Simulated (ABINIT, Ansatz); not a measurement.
# ZrPbO3 (Pm-3m): modes at Γ and the response to a field

Which modes does ZrPbO3 (Pm-3m) have at the zone centre?

Method: DFT LDA, scalar-relativistic, plane waves, PseudoDojo norm-conserving pseudopotentials, in ABINIT 10.8.3.

Most raw output is cut from this account.

**1. Set-up**

Symmetry: Pm-3m, No. 221, cubic system. The conventional cell has a = 4.209 Å, b = 4.209 Å, c = 4.209 Å, α = 90.00°, β = 90.00°, γ = 90.00°. Nearest to Zr lie 6 O at 2.10 Å. Pb has 12 O at 2.98 Å nearest. Nearest to O lie 2 Zr at 2.10 Å. Farther neighbours and most contacts between anions are not listed.

As a file:

```cif
data_structure
_symmetry_space_group_name_H-M 'Pm-3m'
_symmetry_Int_Tables_number 221
_cell_length_a 4.2089
_cell_length_b 4.2089
_cell_length_c 4.2089
_cell_angle_alpha 90.000
_cell_angle_beta 90.000
_cell_angle_gamma 90.000
_cell_volume 74.56
loop_
_atom_site_label
_atom_site_type_symbol
_atom_site_symmetry_multiplicity
_atom_site_Wyckoff_symbol
_atom_site_fract_x
_atom_site_fract_y
_atom_site_fract_z
_atom_site_occupancy
Zr1 Zr 1 a 0.00000 0.00000 0.00000 1
Pb1 Pb 1 b 0.50000 0.50000 0.50000 1
O1 O 3 d 0.50000 0.00000 0.00000 1
```

**2. A probe with smearing**

A first run with smearing and empty bands tells whether the crystal has a gap, which decides between fixed occupations and smearing later on.

probe.abi

```
# ground state
tolvrs 1.0d-08
prtden 1
prtwf 1

# basis, mesh and filling
ecut 36.0
ngkpt 4 4 4
nshiftk 1
shiftk 0.0 0.0 0.0
istwfk *1
occopt 7
tsmear 0.005
nband 31
nstep 100
diemac 9.0
prtebands 0
prtgsr 0
useylm 1

# cell and atoms
acell 3*1.0 Angstrom
rprim 
    4.208933 0.0 0.0
    0.0 4.208933 0.0
    0.0 0.0 4.208933
ntypat 3
znucl 40 82 8
natom 5
typat 1 2 3 3 3
xred 
    0.0 0.0 0.0
    0.5 0.5 0.5
    0.5 0.0 0.0
    0.0 0.0 0.5
    0.0 0.5 0.0
pp_dirpath "./pseudo"
pseudos "Zr.upf, Pb.upf, O.upf"
```

The run is started by

```bash
> OMP_NUM_THREADS=1 mpirun -n 8 abinit probe.abi > probe.log
```

Run time: 15 s. Hardware: 8 MPI ranks of Arm Neoverse V2, shared host.

Numbers from this step:

```
volume per atom   : 14.91 Å³
pressure          : -11.98 GPa
gap on the k-mesh : 2.168 eV
```

A gap of 2.2 eV opens on this mesh, so the crystal is taken as an insulator; the printed pressure holds the stress of the finite basis too.

**3. Relaxing the cell and atoms**

The harmonic expansion needs vanishing forces, and a free crystal bears no stress, so cell and atoms are brought to rest. Stress is more sensitive to the basis than forces are: the last 3 Ha under the cutoff are smoothed with ecutsm, and the cutoff is raised above that of the later runs.

relax.abi

```
# relaxation
ionmov 2
optcell 2
dilatmx 1.08
ntime 40
tolmxf 1.0d-05
tolvrs 1.0d-14
prtwf 0
prtden 0
chksymtnons 0

# basis, mesh and filling
ecut 44.0
ecutsm 3.0
ngkpt 6 6 6
nshiftk 1
shiftk 0.0 0.0 0.0
istwfk *1
occopt 1
nband 22
nstep 100
diemac 9.0
prtebands 0
prtgsr 0
useylm 1

# cell and atoms
acell 3*1.0 Angstrom
rprim 
    4.208933 0.0 0.0
    0.0 4.208933 0.0
    0.0 0.0 4.208933
ntypat 3
znucl 40 82 8
natom 5
typat 1 2 3 3 3
xred 
    0.0 0.0 0.0
    0.5 0.5 0.5
    0.5 0.0 0.0
    0.0 0.0 0.5
    0.0 0.5 0.0
pp_dirpath "./pseudo"
pseudos "Zr.upf, Pb.upf, O.upf"
```

The run is started by

```bash
> OMP_NUM_THREADS=1 mpirun -n 8 abinit relax.abi > relax.log
```

Run time: 2.4 min. Hardware: 8 MPI ranks.

Relaxation path:

```tsv
step	energy less that of the first step (eV)	largest force (eV/Å)	volume (Å³)
1	0.0000	0.0000	74.56
2	-0.1413	0.0000	72.02
3	-0.1962	0.0000	69.04
4	-0.1969	0.0000	69.33
5	-0.1969	0.0000	69.32
```

```tsv
conventional cell, symmetrised	before	after	change
a (Å)	4.209	4.108	-2.4 %
b (Å)	4.209	4.108	-2.4 %
c (Å)	4.209	4.108	-2.4 %
volume (Å³/atom)	14.91	13.86	-7.0 %
```

This step gave:

* volume per atom: 13.86 Å³
* pressure: -2.16e-4 GPa

The volume changes by -7.0 % in this run and stands -7.0 % from the first cell.

**4. Ground state**

First-order wavefunctions inherit every error of the ground state, hence the very tight tolvrs. The mesh is shifted off Γ, since shifted meshes converge sums over the zone faster.

gs.abi

```
# ground state
tolvrs 1.0d-16
prtden 1
prtwf 1

# basis, mesh and filling
ecut 36.0
ngkpt 6 6 6
nshiftk 1
shiftk 0.5 0.5 0.5
istwfk *1
occopt 1
nband 22
nstep 100
diemac 9.0
prtebands 0
prtgsr 0
useylm 1

# cell and atoms
acell 3*1.0 Angstrom
rprim 
    4.107887443 0.0 0.0
    0.0 4.107887443 0.0
    0.0 0.0 4.107887443
ntypat 3
znucl 40 82 8
natom 5
typat 1 2 3 3 3
xred 
    0.0 0.0 0.0
    0.5 0.5 0.5
    0.5 0.0 0.0
    0.0 0.0 0.5
    0.0 0.5 0.0
pp_dirpath "./pseudo"
pseudos "Zr.upf, Pb.upf, O.upf"
```

The run is started by

```bash
> OMP_NUM_THREADS=1 mpirun -n 8 abinit gs.abi > gs.log
```

Wall time 17 s (8 MPI ranks); 2.3 min of CPU time.

Numbers from this step:

```yaml
pressure: -0.8198 GPa
```

The cell stands at -0.82 GPa: the relaxation ran with a smoothed and higher cutoff and on another k mesh.

**5. Empty bands**

Empty bands on the ground state's density check that the gap assumed so far is there in this cell.

gap.abi

```
# empty bands on the ground state's density
iscf -2
getden_filepath "gso_DEN"
tolwfr 1.0d-12
nbdbuf 2
prtwf 0

# basis, mesh and filling
ecut 36.0
ngkpt 6 6 6
nshiftk 1
shiftk 0.0 0.0 0.0
istwfk *1
occopt 1
nband 26
nstep 100
diemac 9.0
prtebands 0
prtgsr 0
useylm 1

# cell and atoms
acell 3*1.0 Angstrom
rprim 
    4.107887443 0.0 0.0
    0.0 4.107887443 0.0
    0.0 0.0 4.107887443
ntypat 3
znucl 40 82 8
natom 5
typat 1 2 3 3 3
xred 
    0.0 0.0 0.0
    0.5 0.5 0.5
    0.5 0.0 0.0
    0.0 0.0 0.5
    0.0 0.5 0.0
pp_dirpath "./pseudo"
pseudos "Zr.upf, Pb.upf, O.upf"
```

The run is started by

```bash
> OMP_NUM_THREADS=1 mpirun -n 8 abinit gap.abi > gap.log
```

The job ended after 17 s (8 MPI ranks).

Read from the output:

* gap on the k-mesh: 2.373 eV

In this cell the gap on the mesh is 2.4 eV, direct, so fixed occupations hold.

**6. Linear response at Γ**

The derivative of the wavefunctions by k comes first, since the response to a field is built on it; then the field and the displacements that symmetry doesn't supply are solved at q = 0.

It reads the wavefunctions written in step 4.

dfpt_gamma.abi

```
ndtset 2

# common to the responses
getwfk_filepath "gso_WFK"
kptopt 2
nqpt 1
qpt 0.0 0.0 0.0
asr 0
chneut 0

# d/dk
rfelfd1 2
rfdir1 1 1 1
iscf1 -3
tolwfr1 1.0d-20

# displacements, field
rfphon2 1
rfatpol2 1 5
rfdir2 1 1 1
rfelfd2 3
getddk2 1
tolvrs2 1.0d-10
prtwf2 0

# basis, mesh and filling
ecut 36.0
ngkpt 6 6 6
nshiftk 1
shiftk 0.5 0.5 0.5
istwfk *1
occopt 1
nband 22
nstep 100
diemac 9.0
prtebands 0
prtgsr 0
useylm 1

# cell and atoms
acell 3*1.0 Angstrom
rprim 
    4.107887443 0.0 0.0
    0.0 4.107887443 0.0
    0.0 0.0 4.107887443
ntypat 3
znucl 40 82 8
natom 5
typat 1 2 3 3 3
xred 
    0.0 0.0 0.0
    0.5 0.5 0.5
    0.5 0.0 0.0
    0.0 0.0 0.5
    0.0 0.5 0.0
pp_dirpath "./pseudo"
pseudos "Zr.upf, Pb.upf, O.upf"
```

The run is started by

```bash
> OMP_NUM_THREADS=1 mpirun -n 8 abinit dfpt_gamma.abi > dfpt_gamma.log
```

Elapsed: 6.4 min, on 8 MPI ranks; 51 min of CPU time.

This step gave:

```yaml
miss_of_the_charge_sum_rule: 0.01058 e
largest_acoustic_frequency_at_the_zone_centre_before_the_sum_rule: -1.42 cm⁻¹
highest_optical_zone_centre_mode_no_lo_to_term: 578.0 cm⁻¹
lowest_optical_zone_centre_mode: -140.9 cm⁻¹
mean_high_frequency_dielectric_constant: 6.876
largest_born_charge_in_size_third_of_the_trace: 5.925 e
```

Born charge (rows field, columns displacement), before the sum rule (e), principal values of the symmetric part by kind of site:

```tsv
atom	atoms with these values	low	middle	high	mean
Zr1	1	5.93	5.93	5.93	5.93
Pb2	1	3.91	3.91	3.91	3.91
O3	3	-4.86	-2.48	-2.48	-3.27
```

In full for O3:

```
-4.86  0.00  0.00
 0.00 -2.48  0.00
 0.00  0.00 -2.48
```

High-frequency dielectric tensor:

```
6.88 0.00 0.00
0.00 6.88 0.00
0.00 0.00 6.88
```

The acoustic modes at Γ come out as far as 1.4 cm⁻¹ from zero, where they should vanish, a small numerical error; the Born charges miss their sum rule by 0.011 e, which is good. The lowest optical mode is imaginary, 141i cm⁻¹, an instability at this level and on this k mesh.

**7. Modes with the sum rule**

anaddb reads the merged derivatives, imposes the acoustic sum rule and charge neutrality, and adds the LO-TO term along chosen directions.

anaddb.abi

```
ddb_filepath "gamma_DDB"
output_file "anaddb.abo"
outdata_prefix "anaddb"
asr 1
chneut 1
enunit 2
eivec 1
nph1l 1
qph1l 0.0 0.0 0.0 1.0
dieflag 2
nph2l 3
qph2l 
    1.0 0.0 0.0 0.0
    0.0 0.0 1.0 0.0
    1.0 1.0 1.0 0.0
```

mrgddb.in

```
gamma_DDB
merged
2
dfpt_gammao_DS2_DDB
gso_DDB
```

The run is started by

```bash
> mrgddb < mrgddb.in > mrgddb.log
> OMP_NUM_THREADS=1 anaddb anaddb.abi > anaddb.log
```

The job ended after 0.52 s (1 thread).

This step gave:

```yaml
highest_mode_moved_by_the_lo_to_term: 711.7 cm⁻¹
```

No LO-TO term; unit eigenvectors of the mass-weighted matrix, from anaddb's displacements. The modes at Γ (shares of kinetic energy by element, %) (negative means imaginary):

```tsv
mode	frequency (cm⁻¹)	symmetry	Zr %	Pb %	O %
1	-140.9	T1u	2	24	73
2	-140.9	T1u	2	24	73
3	-140.9	T1u	2	24	73
4	0.0	acoustic	26	60	14
5	0.0	acoustic	26	60	14
6	0.0	acoustic	26	60	14
7	35.8	T2u	0	0	100
8	35.8	T2u	0	0	100
9	35.8	T2u	0	0	100
10	154.2	T1u	66	16	18
11	154.2	T1u	66	16	18
12	154.2	T1u	66	16	18
13	578.0	T1u	5	0	95
14	578.0	T1u	5	0	95
15	578.0	T1u	5	0	95
```

Displacements in mode 1 (-140.9 cm⁻¹), the largest set to 1:
```
Zr1  0.00  0.00 -0.11
Pb2  0.00  0.00  0.24
O3   0.00  0.00 -1.00
O4   0.00  0.00 -0.42
O5   0.00  0.00 -1.00
```

Displacements in mode 7 (35.8 cm⁻¹), the largest set to 1:
```
Zr1  0.00  0.00  0.00
Pb2  0.00  0.00  0.00
O3   0.00  0.00 -1.00
O4   0.00  0.00  0.00
O5   0.00  0.00  1.00
```

With imaginary modes the relaxed-ion tensors have no meaning and are not tabulated.

The rule also moves an optical mode by 0.4 cm⁻¹.

**8. The same in Ansatz**

The same cell goes through another code at the same cutoff. The files are of one family, but Ansatz's library holds files of its own making for some heavy elements, so those for Pb may differ. Its k mesh is centred on Γ.

This step: DFT LDA, scalar-relativistic, plane waves, norm-conserving pseudopotentials of its library (PseudoDojo's, some remade) (Ansatz 0.2.0).

input.yaml

```yaml
crystal:
  lattice:
    - [4.107887443, 0.0, 0.0]
    - [0.0, 4.107887443, 0.0]
    - [0.0, 0.0, 4.107887443]
  atoms:
    - { symbol: Zr, position: [0.0, 0.0, 0.0] }
    - { symbol: Pb, position: [0.5, 0.5, 0.5] }
    - { symbol: O, position: [0.5, 0.0, 0.0] }
    - { symbol: O, position: [0.0, 0.0, 0.5] }
    - { symbol: O, position: [0.0, 0.5, 0.0] }
kpoints:
  mp_grid: { grid: [6, 6, 6] }
hamiltonian:
  xc: lda
  pseudopotentials: { kind: nc, accuracy: standard }
scf:
  occupations: { method: fixed }
output:
  eigenvalues: true
basis:
  ecutwfc: 979.61
phonons:
  method: dfpt
  dielectric: true
  rigid_motions: translations
```

The run is started by

```bash
> ansatz run input.yaml --threads 8 --pin off --max-ram 16384MiB --backend cpu --events-out ev --progress --plain --runs-dir out
```

It took 40 s on 8 threads; peak memory 2.1 GiB; 5.1 min of CPU time.

Read from the output:

* gap on the k-mesh: 2.372 eV
* sum-rule residual before enforcement: 1.11e-4 eV/Å²
* miss of the charge sum rule: 0.01059 e
* estimated error of the dielectric tensor: 0.02899
* estimated error of the Born charges: 0.04478 e
* lowest optical zone-centre mode: -141.8 cm⁻¹
* mean high-frequency dielectric constant: 6.894
* largest Born charge in size (third of the trace): 5.923 e
* highest mode moved by the LO-TO term: 711.1 cm⁻¹

Transverse modes; imaginary modes left out. Infrared lines, with heights relative to the strongest:

```tsv
position (cm⁻¹)	label	IR intensity ((D/Å)²/amu), degenerate modes summed, relative
30	T2u	0.0
153	T1u	38
578	T1u	100
```

The log warns that the force constants on this k mesh are to be taken as unconverged.

**9. Side by side: ABINIT PseudoDojo and Ansatz, library NC**

Worked out from the results:

```yaml
root_mean_square_difference: 3.17 cm⁻¹
largest_difference: 6.16 cm⁻¹
```

Optical modes, paired by symmetry label. Frequencies side by side, by row:

```tsv
q (reciprocal lattice)	mode	ABINIT PseudoDojo (cm⁻¹)	Ansatz, library NC (cm⁻¹)
0 0 0	1	-140.9	-141.8
0 0 0	2	-140.9	-141.8
0 0 0	3	-140.9	-141.8
0 0 0	7	35.8	29.64
0 0 0	8	35.8	29.64
0 0 0	9	35.8	29.64
0 0 0	10	154.2	153
0 0 0	11	154.2	153
0 0 0	12	154.2	153
0 0 0	13	578	578
0 0 0	14	578	578
0 0 0	15	578	578
```

The two runs side by side. Further quantities:

```tsv
quantity	ABINIT PseudoDojo	Ansatz, library NC
mean ε∞	6.876	6.894
largest Born charge in size (e; the first before, the second after the charge sum rule)	5.925	5.923
```

At the zone centre the largest difference (acoustic modes at Γ apart) is 1 % of the highest mode, but 17 % of the mode at 36 cm⁻¹ on which it sits.

**10. Outcome**

| Property | Result |
| --- | --- |
| space group after relaxation | Pm-3m |
| volume per atom | 13.9 Å³ |
| highest optical zone-centre mode (no LO-TO term) | 578.0 cm⁻¹ |
| lowest optical zone-centre mode | -140.9 cm⁻¹ |
| highest mode moved by the LO-TO term | 711.7 cm⁻¹ |
| mean high-frequency dielectric constant | 6.88 |
| largest Born charge in size (third of the trace) | 5.93 e |
| imaginary optical modes at the zone centre (no q mesh in this session) | yes |
| largest difference from Ansatz, library NC | 6.16 cm⁻¹ |

**Reading.** At the LDA level the optical modes of ZrPbO3 (Pm-3m) at the zone centre (no LO-TO term) run from 141i to 578 cm⁻¹, so the structure is a saddle point, with 3 modes beyond 10i cm⁻¹ there. The base run prints -0.82 GPa, mostly the error of a finite basis; the relaxation, with a smoothed and higher cutoff, had brought the cell to rest. Along the directions run, the highest mode that the macroscopic field moves lies at 712 cm⁻¹. ABINIT PseudoDojo and Ansatz, library NC differ by 3.2 cm⁻¹ in the root mean square and by 6.2 cm⁻¹ at most, 1.1 % of the highest mode compared (acoustic modes at Γ left out). These are harmonic frequencies at zero temperature: anharmonic shifts and linewidths and thermal expansion are left out. Spin-orbit coupling is left out, which can matter for the heavy elements here. Ansatz warns that the cutoff lies 14 % under the one recommended for these files; agreement at one cutoff is not convergence. Ansatz's log warns that force constants on this k mesh are to be taken as unconverged. The structure comes from a database and need not be the phase that is stable at ambient conditions.

[Host names and launcher messages were left out of these logs when they were recorded.]

[Logs are printed without paths, hosts, clocks, repeated set-up lines and the standing remarks that a program may print on its own settings, such as how far it seeks lower states.]

[Hosts, paths, dates, database ids (printed as entryN), source tags and the programs' standing remarks are cut or masked in the printed files.]
